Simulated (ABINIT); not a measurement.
# A GW chain in ABINIT: Ga2O3 (R-3c), part 2 of 3

How does a plane-wave GW calculation on Ga2O3 (R-3c) run from the first input to the gap?

ABINIT 10.8.3; PBE and many-body steps on it, plane waves. Known limits of the many-body steps: not at the basis limit; no spin-orbit coupling; coarse k mesh.

So far. Step 2 (Ground state): The gap is indirect, with the least direct gap 0.21 eV higher.

## Step 3: Bands along the symmetry lines

Level of this step: DFT, PBE, plane waves, norm-conserving pseudopotentials (ABINIT).

The cheap functional maps the bands first; the places of the edges decide which points the dearer methods must see.

Contents of run.abi:

```
acell 3*1.0 Angstrom
rprim 
  2.498699193881 1.442624652211 4.483549768500
  -2.498699193881 1.442624652211 4.483549768500
  0.000000000000 -2.885249304422 4.483549768500
ntypat 2
znucl 31 8
natom 10
typat 1 1 1 1 2 2 2 2 2 2
xred 
  0.855585580000 0.855585580000 0.855585580000
  0.644414420000 0.644414420000 0.644414420000
  0.144414420000 0.144414420000 0.144414420000
  0.355585580000 0.355585580000 0.355585580000
  0.750000000000 0.446832820000 0.053167180000
  0.446832820000 0.053167180000 0.750000000000
  0.053167180000 0.750000000000 0.446832820000
  0.250000000000 0.553167180000 0.946832820000
  0.946832820000 0.250000000000 0.553167180000
  0.553167180000 0.946832820000 0.250000000000
pp_dirpath "pseudos"
pseudos "Ga.upf, O.upf"
ecut 45
iscf -2
irdden 1
kptopt 0
nkpt 31
kpt 
  0.00000000 0.00000000 0.00000000
  0.12500000 0.12500000 0.12500000
  0.25000000 0.25000000 0.25000000
  0.37500000 0.37500000 0.37500000
  0.50000000 0.50000000 0.50000000
  0.56607847 0.43392153 0.50000000
  0.63215694 0.36784306 0.50000000
  0.69823542 0.30176458 0.50000000
  0.76431389 0.23568611 0.50000000
  0.50000000 -0.23568611 0.23568611
  0.50000000 -0.17676458 0.17676458
  0.50000000 -0.11784306 0.11784306
  0.50000000 -0.05892153 0.05892153
  0.50000000 0.00000000 0.00000000
  0.37500000 0.00000000 0.00000000
  0.25000000 0.00000000 0.00000000
  0.12500000 0.00000000 0.00000000
  0.00000000 0.00000000 0.00000000
  0.09196076 -0.09196076 0.00000000
  0.18392153 -0.18392153 0.00000000
  0.27588229 -0.27588229 0.00000000
  0.36784305 -0.36784305 0.00000000
  0.63215695 0.00000000 0.36784305
  0.59911771 0.00000000 0.40088229
  0.56607848 0.00000000 0.43392153
  0.53303924 0.00000000 0.46696076
  0.50000000 0.00000000 0.50000000
  0.37500000 0.00000000 0.37500000
  0.25000000 0.00000000 0.25000000
  0.12500000 0.00000000 0.12500000
  0.00000000 0.00000000 0.00000000
istwfk *1
nband 74
nbdbuf 9
tolwfr 1e-07
nstep 50
prtwf 0
prtvol 0
indata_prefix "in"
outdata_prefix "out"
tmpdata_prefix "tmp"
```

Command:

```sh
OMP_NUM_THREADS=1 mpirun -n 4 abinit run.abi > log
```

Numbers of over 12 decimals in the logs are rounded to 6 here.

The program printed:

```text
.Version 10.8.3 of ABINIT. v10.8.2 released Aug 2026.

 Symmetries : space group R-3 c (#167); Bravais hR (rhombohedral)
[... echo of the input left out ...]
== DATASET  1 ==================================================================
-   mpi_nproc: 4, omp_nthreads: 1 (-1 if OMP is not activated)

--- !DatasetInfo
iteration_state: {dtset: 1, }
dimensions: {natom: 10, nkpt: 31, mband: 74, nsppol: 1, nspinor: 1, nspden: 1, mpw: 9463, }
cutoff_energies: {ecut:  45.0, pawecutdg:  -1.0, }
electrons: {nelect:   1.20000000E+02, charge:   0.00000000E+00, occopt:   1.00000000E+00, tsmear:   1.00000000E-02, }

 Real(R)+Recip(G) space primitive vectors, cartesian coordinates (Bohr,Bohr^-1):
 R(1)=  4.7218571  2.7261655  8.4726811  G(1)=  0.1058905  0.0611359  0.0393421
 R(2)= -4.7218571  2.7261655  8.4726811  G(2)= -0.1058905  0.0611359  0.0393421
 R(3)=  0.0000000 -5.4523310  8.4726811  G(3)=  0.0000000 -0.1222719  0.0393421
 Unit cell volume ucvol=  6.5439078E+02 bohr^3
 Angles (23,13,12)=  5.58935053E+01  5.58935053E+01  5.58935053E+01 degrees

 getcut: wavevector=  0.0000  0.0000  0.0000  ngfft=  64  64  64
         ecut(hartree)=     45.000   => boxcut(ratio)=   2.10352

--- Pseudopotential description ------------------------------------------------
- Ga Generated using ONCVPSP code by D. R. Hamann
- 31.00000  21.00000  171031                  znucl, zion, pspdat
12 -101130 2 -1 1902                          pspcod,pspxc,lmax,lloc,mmax
     nproj     2     2     2
  pspatm : epsatm=   21.85474337
         --- l  ekb(1:nproj) -->
             0    4.962806   -1.220223
             1   -5.679278   -1.350476
             2  -10.596651   -3.839775
 pspatm: atomic psp has been read  and splines computed

- O Generated using ONCVPSP code by D. R. Hamann
-  8.00000   6.00000  171031                  znucl, zion, pspdat
12 -101130 2 -1 936                           pspcod,pspxc,lmax,lloc,mmax
     nproj     2     2     1
  pspatm : epsatm=    6.17005460
         --- l  ekb(1:nproj) -->
[...]
2   -1.331955
 pspatm: atomic psp has been read  and splines computed

--------------------------------------------------------------------------------

================================================================================
 prteigrs : about to open file out_EIG
 Non-SCF case, kpt    1 (  0.00000  0.00000  0.00000), residuals and eigenvalues=
  3.76E-08  4.75E-08  4.18E-08  3.90E-08  2.87E-08  4.74E-08  3.12E-08  3.30E-08
  2.34E-08  5.30E-08  3.35E-08  5.37E-08  2.10E-08  8.41E-08  2.40E-08  6.15E-08
  7.99E-08  3.74E-08  6.87E-08  4.22E-08  2.88E-08  6.80E-08  6.18E-08  8.82E-08
[...]
1.19E-03  1.29E-04
 -4.9858E+00 -4.9858E+00 -4.9858E+00 -4.9858E+00 -3.1736E+00 -3.1736E+00
 -3.1735E+00 -3.1734E+00 -3.1727E+00 -3.1727E+00 -3.1727E+00 -3.1727E+00
 -3.1726E+00 -3.1726E+00 -3.1726E+00 -3.1726E+00 -4.8012E-01 -4.0802E-01
[...]
--- !ResultsGS
iteration_state: {dtset: 1, }
comment   : Summary of ground state results
lattice_vectors:
- [  4.7218571,   2.7261655,   8.4726811, ]
- [ -4.7218571,   2.7261655,   8.4726811, ]
- [  0.0000000,  -5.4523310,   8.4726811, ]
lattice_lengths: [  10.07543,   10.07543,   10.07543, ]
lattice_angles: [ 55.894,  55.894,  55.894, ] # degrees, (23, 13, 12)
lattice_volume:   6.5439078E+02
convergence: {deltae:  0.000E+00, res2:  0.000E+00, residm:  9.967E-08, diffor:  0.000E+00, }
etotal    :  -1.09291091E+03
entropy   :   0.00000000E+00
fermie    :   2.13395308E-01
cartesian_stress_tensor: null
pressure_GPa: null
xred      :
- [  8.5559E-01,   8.5559E-01,   8.5559E-01, Ga]
- [  6.4441E-01,   6.4441E-01,   6.4441E-01, Ga]
- [  1.4441E-01,   1.4441E-01,   1.4441E-01, Ga]
- [  3.5559E-01,   3.5559E-01,   3.5559E-01, Ga]
- [  7.5000E-01,   4.4683E-01,   5.3167E-02,  O]
- [  4.4683E-01,   5.3167E-02,   7.5000E-01,  O]
- [  5.3167E-02,   7.5000E-01,   4.4683E-01,  O]
- [  2.5000E-01,   5.5317E-01,   9.4683E-01,  O]
- [  9.4683E-01,   2.5000E-01,   5.5317E-01,  O]
- [  5.5317E-01,   9.4683E-01,   2.5000E-01,  O]
cartesian_forces: null
force_length_stats: {min: null, max: null, mean: null, }

 Integrated electronic density in atomic spheres:
 ------------------------------------------------
 Atom  Sphere_radius  Integrated_density
[...]
================================================================================

 ----iterations are completed or convergence reached----

 Mean square residual over all n,k,spin=   53.255E-09; max=  99.675E-09
 reduced coordinates (array xred) for   10 atoms
[...]
0.946832820000      0.250000000000      0.553167180000
       0.553167180000      0.946832820000      0.250000000000

 cartesian coordinates (angstrom) at end:
    1     -0.000000    -0.000000    11.508182
    2     -0.000000    -0.000000     8.667792
    3     -0.000000     0.000000     1.942468
[...]
9      1.741176     0.130555     7.846212
   10     -0.983652     1.442625     7.846212
 length scales=  1.889726125908  1.889726125908  1.889726125908 bohr
              =  1.000000000000  1.000000000000  1.000000000000 angstroms
 prteigrs : about to open file out_EIG
 Eigenvalues (hartree) for nkpt=  31  k points:
 kpt#   1, nband= 74, wtk=  1.00000, kpt=  0.0000  0.0000  0.0000 (reduced coord)
[...]
kpt#   2, nband= 74, wtk=  1.00000, kpt=  0.1250  0.1250  0.1250 (reduced coord)
[...]
kpt#   3, nband= 74, wtk=  1.00000, kpt=  0.2500  0.2500  0.2500 (reduced coord)
[...]
kpt#  30, nband= 74, wtk=  1.00000, kpt=  0.1250  0.0000  0.1250 (reduced coord)
[...]
0.69253    0.71101
 kpt#  31, nband= 74, wtk=  1.00000, kpt=  0.0000  0.0000  0.0000 (reduced coord)
[...]
0.20310    0.20310    0.20569    0.20569    0.31838    0.46001    0.46610    0.54100
   0.58939    0.58939    0.59258    0.61790    0.62581    0.62581    0.66900    0.69330
   0.69572    0.71806

== END DATASET(S) ==============================================================
================================================================================

 -outvars: echo values of variables after computation  --------
            nband          74
             nkpt          31
          spgroup         167
 [... the other variables as echoed above ...]

 Calculation completed.
```

It took 2.5 min on 4 MPI ranks of Arm Neoverse V1, shared host; peak memory 0.69 GiB; 9.8 min of CPU time.

This step gave:

| Quantity | Value |
| --- | --- |
| gap | 2.820 eV |
| k of the valence top | 0.1839, -0.1839, 0 |
| k of the conduction bottom | 0, 0, 0 |
| least direct gap | 3.066 eV |

The gap is 2.820 eV, −0.037 eV from the run before at this level.

The electronic bands at the labelled points (eV, zero at the top of the highest filled band):

```
     point  band 57  band 58  band 59  band 60  band 61  band 62  band 63  band 64
         Γ    -0.32    -0.32    -0.25    -0.25     2.82     6.67     6.84     8.88
   halfway    -0.36    -0.36    -0.21    -0.21     4.14     6.72     6.83     8.95
         T    -0.30    -0.30    -0.30    -0.30     5.86     5.86     7.86     7.86
   halfway    -0.78    -0.78    -0.42    -0.42     6.38     6.38     7.80     7.80
        H2    -0.57    -0.57    -0.33    -0.33     6.69     6.69     7.24     7.24
jump to H0    -0.57    -0.57    -0.33    -0.33     6.69     6.69     7.24     7.24
   halfway    -0.56    -0.56    -0.23    -0.23     6.41     6.41     6.91     6.91
         L    -0.97    -0.97    -0.15    -0.15     6.40     6.40     6.73     6.73
   halfway    -0.61    -0.55    -0.19    -0.04     4.38     6.51     7.32     8.16
         Γ    -0.32    -0.32    -0.25    -0.25     2.82     6.67     6.84     8.88
   halfway    -0.63    -0.25    -0.23     0.00     4.86     6.36     7.36     7.89
        S0    -0.61    -0.50    -0.48    -0.17     6.49     6.60     7.17     7.20
jump to S2    -0.61    -0.50    -0.48    -0.17     6.49     6.60     7.17     7.20
   halfway    -0.76    -0.65    -0.31    -0.15     6.51     6.72     7.48     7.50
         F    -0.85    -0.70    -0.25    -0.14     6.54     6.73     7.58     7.69
   halfway    -0.64    -0.55    -0.28    -0.23     4.69     6.60     7.40     8.32
         Γ    -0.32    -0.32    -0.25    -0.25     2.82     6.67     6.84     8.88
```

## Step 4: Empty states on the mesh, 2×2×2 mesh, 555 bands

The sums over transitions need many empty states on a uniform mesh; this step solves for them.

Contents of run.abi:

```
acell 3*1.0 Angstrom
rprim 
  2.498699193881 1.442624652211 4.483549768500
  -2.498699193881 1.442624652211 4.483549768500
  0.000000000000 -2.885249304422 4.483549768500
ntypat 2
znucl 31 8
natom 10
typat 1 1 1 1 2 2 2 2 2 2
xred 
  0.855585580000 0.855585580000 0.855585580000
  0.644414420000 0.644414420000 0.644414420000
  0.144414420000 0.144414420000 0.144414420000
  0.355585580000 0.355585580000 0.355585580000
  0.750000000000 0.446832820000 0.053167180000
  0.446832820000 0.053167180000 0.750000000000
  0.053167180000 0.750000000000 0.446832820000
  0.250000000000 0.553167180000 0.946832820000
  0.946832820000 0.250000000000 0.553167180000
  0.553167180000 0.946832820000 0.250000000000
pp_dirpath "pseudos"
pseudos "Ga.upf, O.upf"
ecut 45
ngkpt 2 2 2
nshiftk 1
shiftk 0 0 0
kptopt 1
chksymbreak 0
iscf -2
irdden 1
istwfk *1
nband 555
nbdbuf 50
tolwfr 1e-09
nstep 60
prtvol 0
indata_prefix "in"
outdata_prefix "out"
tmpdata_prefix "tmp"
```

The program printed:

```text
.Version 10.8.3 of ABINIT. v10.8.2 released Aug 2026.

 Symmetries : space group R-3 c (#167); Bravais hR (rhombohedral)
[... echo of the input left out ...]
== DATASET  1 ==================================================================
-   mpi_nproc: 4, omp_nthreads: 1 (-1 if OMP is not activated)

--- !DatasetInfo
iteration_state: {dtset: 1, }
dimensions: {natom: 10, nkpt: 4, mband: 555, nsppol: 1, nspinor: 1, nspden: 1, mpw: 9454, }
cutoff_energies: {ecut:  45.0, pawecutdg:  -1.0, }
electrons: {nelect:   1.20000000E+02, charge:   0.00000000E+00, occopt:   1.00000000E+00, tsmear:   1.00000000E-02, }

 Real(R)+Recip(G) space primitive vectors, cartesian coordinates (Bohr,Bohr^-1):
 R(1)=  4.7218571  2.7261655  8.4726811  G(1)=  0.1058905  0.0611359  0.0393421
 R(2)= -4.7218571  2.7261655  8.4726811  G(2)= -0.1058905  0.0611359  0.0393421
 R(3)=  0.0000000 -5.4523310  8.4726811  G(3)=  0.0000000 -0.1222719  0.0393421
 Unit cell volume ucvol=  6.5439078E+02 bohr^3
 Angles (23,13,12)=  5.58935053E+01  5.58935053E+01  5.58935053E+01 degrees

 getcut: wavevector=  0.0000  0.0000  0.0000  ngfft=  64  64  64
         ecut(hartree)=     45.000   => boxcut(ratio)=   2.10352

--- Pseudopotential description ------------------------------------------------
- Ga Generated using ONCVPSP code by D. R. Hamann
- 31.00000  21.00000  171031                  znucl, zion, pspdat
12 -101130 2 -1 1902                          pspcod,pspxc,lmax,lloc,mmax
     nproj     2     2     2
  pspatm : epsatm=   21.85474337
         --- l  ekb(1:nproj) -->
             0    4.962806   -1.220223
             1   -5.679278   -1.350476
             2  -10.596651   -3.839775
 pspatm: atomic psp has been read  and splines computed

- O Generated using ONCVPSP code by D. R. Hamann
-  8.00000   6.00000  171031                  znucl, zion, pspdat
12 -101130 2 -1 936                           pspcod,pspxc,lmax,lloc,mmax
     nproj     2     2     1
  pspatm : epsatm=    6.17005460
         --- l  ekb(1:nproj) -->
[...]
2   -1.331955
 pspatm: atomic psp has been read  and splines computed

--------------------------------------------------------------------------------

================================================================================
 prteigrs : about to open file out_EIG
 Non-SCF case, kpt    1 (  0.00000  0.00000  0.00000), residuals and eigenvalues=
  5.26E-11  5.64E-11  5.63E-11  5.77E-11  3.00E-10  3.48E-10  4.16E-10  4.83E-10
  3.10E-10  3.88E-10  3.48E-10  2.54E-10  3.81E-10  3.44E-10  3.36E-10  3.60E-10
  4.94E-10  4.79E-10  9.30E-10  6.23E-10  4.17E-10  6.78E-10  2.22E-10  3.24E-10
[...]
-4.9858E+00 -4.9858E+00 -4.9858E+00 -4.9858E+00 -3.1736E+00 -3.1736E+00
 -3.1735E+00 -3.1734E+00 -3.1727E+00 -3.1727E+00 -3.1727E+00 -3.1727E+00
 -3.1726E+00 -3.1726E+00 -3.1726E+00 -3.1726E+00 -4.8012E-01 -4.0802E-01
[...]
6.0153E+00  6.0328E+00  6.0331E+00  6.0346E+00  6.0453E+00  6.0456E+00
  6.0482E+00  6.0612E+00  6.0616E+00  6.0740E+00  6.0764E+00  6.0898E+00
[...]
prteigrs : prtvol=0 or 1, do not print more k-points.

--- !ResultsGS
iteration_state: {dtset: 1, }
comment   : Summary of ground state results
lattice_vectors:
- [  4.7218571,   2.7261655,   8.4726811, ]
- [ -4.7218571,   2.7261655,   8.4726811, ]
- [  0.0000000,  -5.4523310,   8.4726811, ]
lattice_lengths: [  10.07543,   10.07543,   10.07543, ]
lattice_angles: [ 55.894,  55.894,  55.894, ] # degrees, (23, 13, 12)
lattice_volume:   6.5439078E+02
convergence: {deltae:  0.000E+00, res2:  0.000E+00, residm:  9.952E-10, diffor:  0.000E+00, }
etotal    :  -1.09291091E+03
entropy   :   0.00000000E+00
fermie    :   2.13395308E-01
cartesian_stress_tensor: null
pressure_GPa: null
xred      :
- [  8.5559E-01,   8.5559E-01,   8.5559E-01, Ga]
- [  6.4441E-01,   6.4441E-01,   6.4441E-01, Ga]
- [  1.4441E-01,   1.4441E-01,   1.4441E-01, Ga]
- [  3.5559E-01,   3.5559E-01,   3.5559E-01, Ga]
- [  7.5000E-01,   4.4683E-01,   5.3167E-02,  O]
- [  4.4683E-01,   5.3167E-02,   7.5000E-01,  O]
- [  5.3167E-02,   7.5000E-01,   4.4683E-01,  O]
- [  2.5000E-01,   5.5317E-01,   9.4683E-01,  O]
- [  9.4683E-01,   2.5000E-01,   5.5317E-01,  O]
- [  5.5317E-01,   9.4683E-01,   2.5000E-01,  O]
cartesian_forces: null
force_length_stats: {min: null, max: null, mean: null, }

 Integrated electronic density in atomic spheres:
 ------------------------------------------------
 Atom  Sphere_radius  Integrated_density
[...]
================================================================================

 ----iterations are completed or convergence reached----

 Mean square residual over all n,k,spin=   34.817E-11; max=  99.518E-11
 reduced coordinates (array xred) for   10 atoms
[...]
0.553167180000      0.946832820000      0.250000000000

 cartesian coordinates (angstrom) at end:
    1     -0.000000    -0.000000    11.508182
    2     -0.000000    -0.000000     8.667792
    3     -0.000000     0.000000     1.942468
[...]
9      1.741176     0.130555     7.846212
   10     -0.983652     1.442625     7.846212
 length scales=  1.889726125908  1.889726125908  1.889726125908 bohr
              =  1.000000000000  1.000000000000  1.000000000000 angstroms
 prteigrs : about to open file out_EIG
 Eigenvalues (hartree) for nkpt=   4  k points:
 kpt#   1, nband=555, wtk=  0.12500, kpt=  0.0000  0.0000  0.0000 (reduced coord)
[...]
5.98432    5.99268    5.99270    6.00342    6.01528    6.03279    6.03307    6.03464
   6.04533    6.04556    6.04816    6.06117    6.06160    6.07401    6.07645    6.08977
   6.09767    6.11006    6.12649
 prteigrs : prtvol=0 or 1, do not print more k-points.

== END DATASET(S) ==============================================================
================================================================================

 -outvars: echo values of variables after computation  --------
            nband         555
             nkpt           4
          spgroup         167
 [... the other variables as echoed above ...]

 Calculation completed.
```

The job ended after 9.5 min (4 MPI ranks; peak memory 0.8 GiB; 38 min of CPU time).

Numbers from this step:

- gap: 2.963 eV
- k of the valence top: 0.5, 0.5, 0
- k of the conduction bottom: 0, 0, 0
- least direct gap: 3.066 eV
- k points computed: 4
- lowest point of the top converged band, above the valence top: 149.7078 eV

On this mesh the gap is 2.963 eV. The earlier step found 2.857 eV, so this mesh misses an edge.

## Step 5: Screening, 2×2×2 mesh, 505 bands, screening to 201.4 eV

The RPA dielectric matrix is built and inverted for each q.

This step: RPA screening on PBE, plane waves, norm-conserving pseudopotentials.

Edit run.abi of step 4 so:

```diff
@@ -28,10 +28,11 @@
 chksymbreak 0
-iscf -2
-irdden 1
 istwfk *1
-nband 555
-nbdbuf 50
-tolwfr 1e-09
-nstep 60
-prtvol 0
+occopt 1
+irdwfk 1
+optdriver 3
+nband 505
+ecuteps 7.4
+inclvkb 2
+awtr 1
+symchi 1
 indata_prefix "in"
```

The program printed:

```text
.Version 10.8.3 of ABINIT. v10.8.2 released Aug 2026.

 Symmetries : space group R-3 c (#167); Bravais hR (rhombohedral)
[... echo of the input left out ...]
== DATASET  1 ==================================================================
-   mpi_nproc: 4, omp_nthreads: 1 (-1 if OMP is not activated)

--- !DatasetInfo
iteration_state: {dtset: 1, }
dimensions: {natom: 10, nkpt: 4, mband: 505, nsppol: 1, nspinor: 1, nspden: 1, mpw: 9454, }
cutoff_energies: {ecut:  45.0, pawecutdg:  -1.0, }
electrons: {nelect:   1.20000000E+02, charge:   0.00000000E+00, occopt:   1.00000000E+00, tsmear:   1.00000000E-02, }

 SCREENING: Calculation of the susceptibility and dielectric matrices

 Based on a program developped by R.W. Godby, V. Olevano, G. Onida, and L. Reining.
 Incorporated in ABINIT by V. Olevano, G.-M. Rignanese, and M. Torrent.
.Using double precision arithmetic ; gwpc =  8

[... cell and pseudopotentials left out ...]
--------------------------------------------------------------------------------

 ==== K-mesh for the wavefunctions ====
 Number of points in the irreducible wedge :     4
[... list of points left out ...]
 Together with 12 symmetry operations and time-reversal symmetry
 yields     8 points in the full Brillouin Zone.

 ==== Q-mesh for the screening function ====
 Number of points in the irreducible wedge :     4
[... list of points left out ...]
 Together with 12 symmetry operations and time-reversal symmetry
 yields     8 points in the full Brillouin Zone.

 setmesh: FFT mesh size selected  =    48x   48x   48
          total number of points  =       110592

 vcoul_init : cutoff-mode = AUXILIARY_FUNCTION
 q-points for optical limit:   1
     1)      0.000010    0.000020    0.000030

- screening: taking advantage of time-reversal symmetry
- Maximum band index for partially occupied states nbvw = 60
- Remaining bands to be divided among processors   nbcw = 445
- Number of bands treated by each node ~111

 Number of electrons calculated from density =  120.0000; Expected =  120.0000
 average of density, n =  0.183377
 r_s =    1.0919
 omega_plasma =   41.3074 [eV]

 calculating chi0 at frequencies [eV] :
  1    0.000000E+00    0.000000E+00
  2    0.000000E+00    4.130738E+01

--------------------------------------------------------------------------------
  q-point number  1        q = ( 0.000000, 0.000000, 0.000000) [r.l.u.]
--------------------------------------------------------------------------------
[... chi0 elements left out ...]
 For q-point:  0.000010 0.000020 0.000030
  dielectric constant =   4.8963
  dielectric constant without local fields =   5.1476

  Average fulfillment of the sum rule on Im[epsilon] for q-point    1 :     61.79  [%]
[... wings left out ...]
  q-point number  2        q = ( 0.500000, 0.000000, 0.000000) [r.l.u.]
--------------------------------------------------------------------------------
[... chi0 elements left out ...]
  Average fulfillment of the sum rule on Im[epsilon] for q-point    2 :     64.48  [%]

 [... 2 further q-points ...]
```

Wall time 12 min (4 MPI ranks); peak memory 5.7 GiB; 48 min of CPU time.

Numbers from this step:

```yaml
eps_infinity_with_local_fields_on_this_mesh_along_the_program_s_q_direction: 4.896
the_same_without_local_fields: 5.148
plasma_frequency: 41.31 eV
plane_waves_in_the_screening_matrix: 629
```

Local fields lower ε∞ by 5 %. On a Γ-centred mesh this coarse the value itself is usually too large, while a short band sum pulls it down.

[end of part 2 of 3]

[Paths, hosts, dates, memory and timing lines, banners, echoed tables and standing remarks are left out of the program output.]

[Logs are printed without paths, hosts, clocks, repeated set-up lines and the standing remarks that a program may print on its own settings, such as how far it seeks lower states.]

[Runs of the session that timed out or met a known fault of the program may be left out.]

[No measured gap is set beside runs whose start may be inverted or whose files or cutoffs have a known fault.]

[Hosts, paths, dates, database ids (printed as entryN), source tags and the programs' standing remarks are cut or masked in the printed files.]

[G0W0 gaps are taken among the corrected bands and points alone; a level outside them can change the order at an edge.]

[Where Ansatz stands beside ABINIT at settings called matched, ABINIT's density can come from a denser mesh and the files from another edition; pairs whose starting gaps differed by over 0.03 eV were left out, so agreement reads better than it is.]
